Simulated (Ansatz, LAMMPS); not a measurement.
# Glassy 57SiO2-27Al2O3-16BaO (mol %) (149 atoms): geometry optimisation, part 3 of 3

Aim: bring glassy 57SiO2-27Al2O3-16BaO (mol %) (149 atoms) to a nearby minimum of the energy and see what moves.

Ansatz 0.2.0; Kohn-Sham DFT, r2SCAN, PAW (set soft_2), plane waves.

The cell: 25 Si, 24 Al, 7 Ba and 93 O. The quench rate of 25 K/ps is orders of magnitude faster than experiment. The starting topology of bonds comes from the classical model. Sampling is at Γ alone, for a cell whose shortest periodic width is 12 Å. No spin–orbit coupling is included.

So far, density (g/cm³): step 5 (local order after relaxation) 3.40.

### 6. Single point at the relaxed geometry

One more single point at the end of the walk gives the fuller output and checks the residual forces.

The input, input.yaml:

```yaml
crystal:
  lattice:
    - [12.2866, 0.0, 0.0]
    - [0.0, 12.2866, 0.0]
    - [0.0, 0.0, 12.2866]
  atoms:
    - { symbol: Si, position: [0.21593, 0.28383, 0.82809] }
    - { symbol: Si, position: [0.80172, 0.80247, 0.84277] }
    - { symbol: Si, position: [0.34895, 0.01546, 0.65872] }
    - { symbol: Si, position: [0.41385, 0.91455, 0.32257] }
    - { symbol: Si, position: [0.8952, 0.48857, 0.07462] }
    - { symbol: Si, position: [0.50198, 0.64596, 0.44422] }
    - { symbol: Si, position: [0.52659, 0.43934, 0.74945] }
    - { symbol: Si, position: [0.31523, 0.20061, 0.11068] }
    - { symbol: Si, position: [0.97921, 0.86943, 0.4981] }
    - { symbol: Si, position: [0.26283, 0.83504, 0.76027] }
    - { symbol: Si, position: [0.16689, 0.05536, 0.47994] }
    - { symbol: Si, position: [0.98903, 0.52256, 0.69776] }
    - { symbol: Si, position: [0.98664, 0.69497, 0.12149] }
    - { symbol: Si, position: [0.61898, 0.30367, 0.34633] }
    - { symbol: Si, position: [0.29199, 0.34817, 0.42834] }
    - { symbol: Si, position: [0.94806, 0.09386, 0.13384] }
    - { symbol: Si, position: [0.29696, 0.45813, 0.65766] }
    - { symbol: Si, position: [0.06007, 0.21538, 0.63597] }
    - { symbol: Si, position: [0.42907, 0.42403, 0.03057] }
    - { symbol: Si, position: [0.02937, 0.77535, 0.74282] }
    - { symbol: Si, position: [0.23239, 0.74703, 0.33538] }
    - { symbol: Si, position: [0.60334, 0.66805, 0.81551] }
    - { symbol: Si, position: [0.33028, 0.95726, 0.08217] }
    - { symbol: Si, position: [0.76234, 0.94472, 0.63071] }
    - { symbol: Si, position: [0.61839, 0.03582, 0.90282] }
    - { symbol: Al, position: [0.8302, 0.02818, 0.35796] }
    - { symbol: Al, position: [0.14702, 0.20153, 0.28625] }
    - { symbol: Al, position: [0.27504, 0.67448, 0.56649] }
    - { symbol: Al, position: [0.90495, 0.40035, 0.53295] }
    - { symbol: Al, position: [0.10447, 0.89529, 0.15844] }
    - { symbol: Al, position: [0.16128, 0.55417, 0.22179] }
    - { symbol: Al, position: [0.69105, 0.37857, 0.98899] }
    [... 111 atom lines left out ...]
    - { symbol: O, position: [0.91997, 0.61444, 0.03761] }
    - { symbol: O, position: [0.42922, 0.02088, 0.39753] }
    - { symbol: O, position: [0.69908, 0.9917, 0.3897] }
    - { symbol: O, position: [0.55921, 0.93673, 0.83826] }
    - { symbol: O, position: [0.91986, 0.45706, 0.19998] }
    - { symbol: O, position: [0.00408, 0.81979, 0.08785] }
kpoints:
  mp_grid: { grid: [1, 1, 1] }
hamiltonian:
  xc: r2scan
scf:
  occupations: { method: fixed }
output:
  forces: true
  stress: true
  populations: true
  dos:
    method: { smearing: { sigma: 0.08 } }
    de: 0.1
    projected: { site_lists: { Al: [Al], Ba: [Ba], O: [O], Si: [Si] } }
  eigenvalues: true
  write_density: true
  write_potential: true
  volumetric_format: npy
  elf: true
```

On the command line:

```console
ansatz run input.yaml --threads 4 --pin off --max-ram 8192MiB --backend cpu --events-out ev --progress --plain --runs-dir out
```

The log of the run:

```text
[...]
Crystal: 149 atoms, lattice volume = 1854.792 Å³
Basis set: ecut = 500 eV, 47089 PW (Γ), exchange–correlation on 360×360×360 points (64 copies of the dense FFT grid, shifted against one another)
Bands: 549, of which v1, the nominal top of the filled ones, is band 400 counted from 1 (399 counted from 0)
Symmetry: 1 space group operations
[...]
k-points: 1
[...]
SCF iter   1: F=—  HF=-123787.109391 eV  |F-HF|=—  |Δ(HF+E_count)|=         —  Δρ=7.75e-3  dr2=1.21e0  dr2_τ=1.09e1  ethr=1.77e-3  ⟨swp⟩=5.0  Hψ=2137  notcnv=0  defer=146
[...]
SCF iter   9: F=-123791.773255 eV  HF=-123791.773255 eV  |F-HF|=7.26e-9  |Δ(HF+E_count)|=   1.19e-7  Δρ=1.93e-6  dr2=6.09e-8  dr2_τ=7.66e-9  ethr=1.25e-11  ⟨swp⟩=26.0  Hψ=6327  notcnv=0
SCF 1 converged in 9 iterations: F = -123791.773255 eV  dr2 = 6.09e-8
[...]
SCF converged after 9 iterations
Free energy (F): -123791.773255 eV
[...]
Internal energy: -123791.773255 eV  (E = F + TS)
E sigma→0 (E₀):  -123791.773255 eV
Fermi energy:    4.895970 eV
[...]
--- Forces (eV/Å), atoms counted from 1 ---
  atom   1  Si    -0.01026426     0.00478426    -0.00603732
  atom   2  Si     0.00392198    -0.00108457    -0.01242252
  atom   3  Si     0.00348564     0.00154351     0.00294898
  atom   4  Si    -0.00774353     0.00978646     0.00056738
  atom   5  Si    -0.00490307    -0.01272235     0.00488817
  atom   6  Si    -0.00219565     0.00229128     0.01007858
  atom   7  Si    -0.00213608    -0.00240983    -0.00173015
  atom   8  Si    -0.00795871     0.00537045     0.00966441
  atom   9  Si    -0.00634734     0.00329123    -0.00127934
  atom  10  Si    -0.00032616     0.00709764    -0.00905745
  atom  11  Si    -0.00794918     0.00002390    -0.00337701
  atom  12  Si    -0.01213202     0.00235230    -0.01475712
  atom  13  Si    -0.00406488     0.00202093    -0.00162642
  atom  14  Si     0.01096468     0.00812520     0.01133490
[...]
atom 148  O      0.00255161     0.00021439    -0.00139277
  atom 149  O     -0.00268831    -0.00199720    -0.00074047
  max |Σ_I F_I| component: 1.61e-4 eV/Å
--- Stress (GPa, compression-positive) ---
        1.643238      -1.103072       0.544275
       -1.103079       0.218888       1.010747
        0.544287       1.010741       2.060136
  P = ⅓ Tr σ = 1.3074 GPa (13.074 kbar)
--- Band table (eV) ---
[...]
--- Löwdin populations: 149 sites ---
  site symbol       q [e]
     0     Si      2.2072
     1     Si      2.2038
     2     Si      2.2107
[...]
148      O      6.8650
  spilling = 0.011786 (of n_electrons = 800.000000)
```

The job ended after 95 s (4 threads of Arm Neoverse V2, shared host; peak memory 5.4 GiB).

Numbers from this run:

* free energy: -123791.7733 eV
* free energy per atom: -830.8173 eV/atom
* SCF cycles: 9
* pressure: 1.307 GPa
* r.m.s. force component: 0.00607 eV/Å
* longest force: 0.03321 eV/Å
* Fermi energy: 4.896 eV
* gap (highest filled to lowest empty level): 4.628 eV
* spilling of the projection: 0.01179

Löwdin charges by element and coordination (they lack the spilled electrons, 0.063 e an atom on average):

```
element  coordination  atoms  mean charge (e)  spread  least    most
     Al           all     24             1.37  0.0376   1.30    1.43
     Al             4     19             1.37  0.0388   1.30    1.43
     Al             5      4             1.36  0.0297   1.31    1.39
     Al             6      1             1.34       0   1.34    1.34
     Ba           all      7             1.94  0.0208   1.91    1.97
     Ba             8      2             1.93  0.0126   1.92    1.94
     Ba             9      2             1.94  0.0311   1.91    1.97
     Ba            10      2             1.95  0.0108   1.94    1.96
     Ba            13      1             1.95       0   1.95    1.95
      O           all     93           -0.876  0.0473  -1.02  -0.797
      O             2     26           -0.850  0.0433  -1.02  -0.797
      O             3     52           -0.883  0.0392  -1.00  -0.815
      O             4     13           -0.894  0.0533  -1.02  -0.821
      O             5      2           -0.943  0.0665  -1.01  -0.876
     Si           all     25             1.78  0.0326   1.68    1.83
     Si             4     24             1.78  0.0332   1.68    1.83
     Si             5      1             1.78       0   1.78    1.78
```

Density of states as counts of states in windows of 1 eV (from the Fermi level), total and the larger projections:

| from (eV) | to (eV) | total | O p | Ba p |
| --- | --- | --- | --- | --- |
| -14 | -12 | 0.0 | 0.0 | 0.0 |
| -12 | -11 | 28.1 | 1.1 | 26.3 |
| -11 | -10 | 14.8 | 1.2 | 12.9 |
| -10 | -9 | 7.6 | 5.2 | 0.0 |
| -9 | -8 | 14.0 | 9.8 | 0.1 |
| -8 | -7 | 23.3 | 16.8 | 0.1 |
| -7 | -6 | 40.2 | 30.5 | 0.1 |
| -6 | -5 | 55.7 | 43.5 | 0.2 |
| -5 | -4 | 71.1 | 58.1 | 0.3 |
| -4 | -3 | 86.3 | 75.7 | 0.4 |
| -3 | -2 | 102.4 | 94.5 | 0.5 |
| -2 | -1 | 107.2 | 101.8 | 0.4 |
| -1 | 0 | 47.9 | 46.1 | 0.1 |
| 0 | 1 | 1.5 | 1.4 | 0.0 |
| 1 | 4 | 0.0 | 0.0 | 0.0 |
| 4 | 5 | 2.0 | 0.0 | 0.0 |

The curve was stored every 0.100 eV, coarse against its broadening of 0.08 eV, so these counts are rough.

With fixed occupations the program's Fermi level is the highest filled level; weight inside the gap is the broadening of levels at its edges.

Between -26 and -14 eV lie 189 more states.

The levels nearest the highest filled one (over half full), pooled over k-points and spins:

```csv
level less the highest filled one (eV),occupation
-0.511,2
-0.417,2
-0.370,2
-0.265,2
-0.192,2
0,2
4.63,0
5.27,0
5.54,0
5.79,0
5.89,0
5.94,0
```

Valence density in the bc plane at fractional x = 0.014, with atoms of Si and Al and Ba and O within 0.2 Å of it. It is the smooth field of the valence electrons, not physical close to the nuclei.

Ten steps, logarithmic in the rise over the least value, from '0' (0.0 e/Å³) to '9' (6.6 e/Å³), each cell a mean:
```
34432222211246653100011000000000002
66654211112223432100000000000000024
65565312222111232100000000111110135
65665322222113566421011111233321135
56653211221124688742235443344321123
22222111111113578653579975323321001
01234432211112345433689975323432000
01356654334543223323456653357764200
01356654357986423455432222368985310
00234443458997424788631001257875210
11011222235765324899742112234554332
31000111112222113577532345544333554
32000000000111111233312457764324555
21000000001223211122211356653223343
00000000011233322344322223321112221
00000012333333223455431100000011110
00000135776431113444321000000001000
33211247998531122222111111100000012
67532236887432233211111222111111134
88753223443212222211123333333322236
67643444322111121111234333467753234
33334688642222221111234333589974212
11124799753345653211233323478863100
11123577532357874211122211234431000
```
Columns run along b (12.3 Å), rows up along c (12.3 Å). Atoms in or near the plane, at fractional coordinates: Si at (0.78, 0.74), Al at (0.35, 0.88), Ba at (0.05, 0.87), O at (0.53, 0.56), O at (0.33, 0.61), O at (0.65, 0.73), O at (0.25, 0.26), O at (0.82, 0.09).

ELF in the bc plane at fractional x = 0.014, with atoms of Si and Al and Ba and O within 0.2 Å of it. It is the smooth field of the valence electrons, not physical close to the nuclei.

Ten even steps from '0' (0.01) to '9' (0.88), each cell a mean:
```
56641243200158987300121000011110003
98897200000013542000000000000000059
71179401320000122210000000122210179
83489302331002788851013210244420169
99985000111028988961268852245420038
44310000000015889962697896111210002
00256531001101368622895697113443100
04789984146774112111478873379987510
03789983289789512687412211588688510
00245541388569515888851000378897300
20000111257897217966972022125763233
62000010012332015889961377653113788
74000000000011100234300599887314788
42000000001355310012100589886212345
00000000001367511478741246531011100
00000024542123204788861000000002210
00000158888620002677630000000000000
55410168658940001112100122000000013
99851048988720122100000232100000158
88973112455200011100012211234541268
88852454321000000000135311688885137
44325888973023210000013212885697202
00127977982278875100112113798896200
00014899841389998300222101468873000
```
Columns run along b (12.3 Å), rows up along c (12.3 Å). Atoms in or near the plane, at fractional coordinates: Si at (0.78, 0.74), Al at (0.35, 0.88), Ba at (0.05, 0.87), O at (0.53, 0.56), O at (0.33, 0.61), O at (0.65, 0.73), O at (0.25, 0.26), O at (0.82, 0.09).

Mean Löwdin charges: Al +1.37, Ba +1.94, O -0.88, Si +1.78 e (they miss 1.2 % of the electrons, so they add up to more than the cell's charge).

A closer look about O103, which has 4 bonded neighbours where the commonest count for O is 3: 14 atoms, nearest first, numbered in the order of the input, with positions taken from that point.

```csv
atom,x,y,z,distance (Å),bonds,Löwdin charge (e)
O103,0.00,0.00,0.00,0.00,4,-0.90
Al29,-0.31,0.44,1.66,1.75,5,1.34
Al49,1.23,0.47,-1.27,1.82,6,1.34
Al47,-0.64,-1.50,-0.85,1.84,5,1.39
O118,1.02,-1.35,-1.70,2.40,3,-0.87
O68,-1.76,1.47,1.26,2.61,4,-1.02
O148,-0.13,1.14,-2.43,2.69,3,-0.92
O130,-2.30,-0.89,-1.14,2.72,4,-0.88
O78,0.99,-0.40,2.58,2.79,2,-0.85
O131,1.77,2.12,-0.68,2.84,3,-0.88
O107,-0.79,-2.69,0.54,2.86,3,-0.88
O76,0.88,2.06,2.01,3.01,4,-0.82
O59,3.05,-0.54,-0.42,3.13,3,-0.84
O112,-1.53,-0.82,2.61,3.14,3,-0.88
```

### 7. Outcome

| Item | Value |
| --- | --- |
| energy change in the relaxation | -83.79 meV/atom |
| r.m.s. displacement | 0.277 Å |
| largest displacement | 1.699 Å |
| free energy per atom | -830.8173 eV/atom |
| pressure | 1.307 GPa |
| r.m.s. force component | 0.00607 eV/Å |
| gap (highest filled to lowest empty level) | 4.628 eV |
| wall time of the 3 DFT runs | 21 min |

What this shows: Relaxation lowers the energy by 83.8 meV/atom and moves atoms by 0.28 Å r.m.s.; the r.m.s. force component goes from 1.3 to 0.0061 eV/Å, the pressure goes from 5.0 to 1.3 GPa, and the gap from 4.13 to 4.63 eV. By the final cutoffs 14 of 267 bonded pairs parted and 17 joined. From the first step to the last the energy fell by 12.484 eV, and the largest move was 1.70 Å (Ba52). The O-Ba bonds change most in mean length: from 3.054 Å (spread 0.267) to 2.977 Å (spread 0.283). With the cutoffs above, 79 % of Al atoms have 4, 56 % of O atoms have 3 and 96 % of Si atoms have 4 bonded neighbours. 80 % of the oxygens bridge two formers and 1 % are non-bridging; 19 % join three. The highest filled and lowest empty levels differ by 4.63 eV (at Γ alone); a semilocal functional tends to put such gaps too low. In a disordered cell it changes from sample to sample, and tail or defect levels can set it.

**Limits.** The network of bonds at the start is that of the classical potential that made the cell; in DFT 14 of its 267 bonded pairs passed out of the cutoffs and 17 came within them.

[Long decimals in the printed logs are rounded to 6 places.]

[Logs are printed without paths, hosts, clocks, repeated set-up lines and the standing remarks that a program may print on its own settings, such as how far it seeks lower states.]

[Hosts, paths, dates, database ids (printed as entryN), source tags and the programs' standing remarks are cut or masked in the printed files.]

[A walk said to have stopped at its limit may instead have ended on an SCF cycle that didn't converge.]
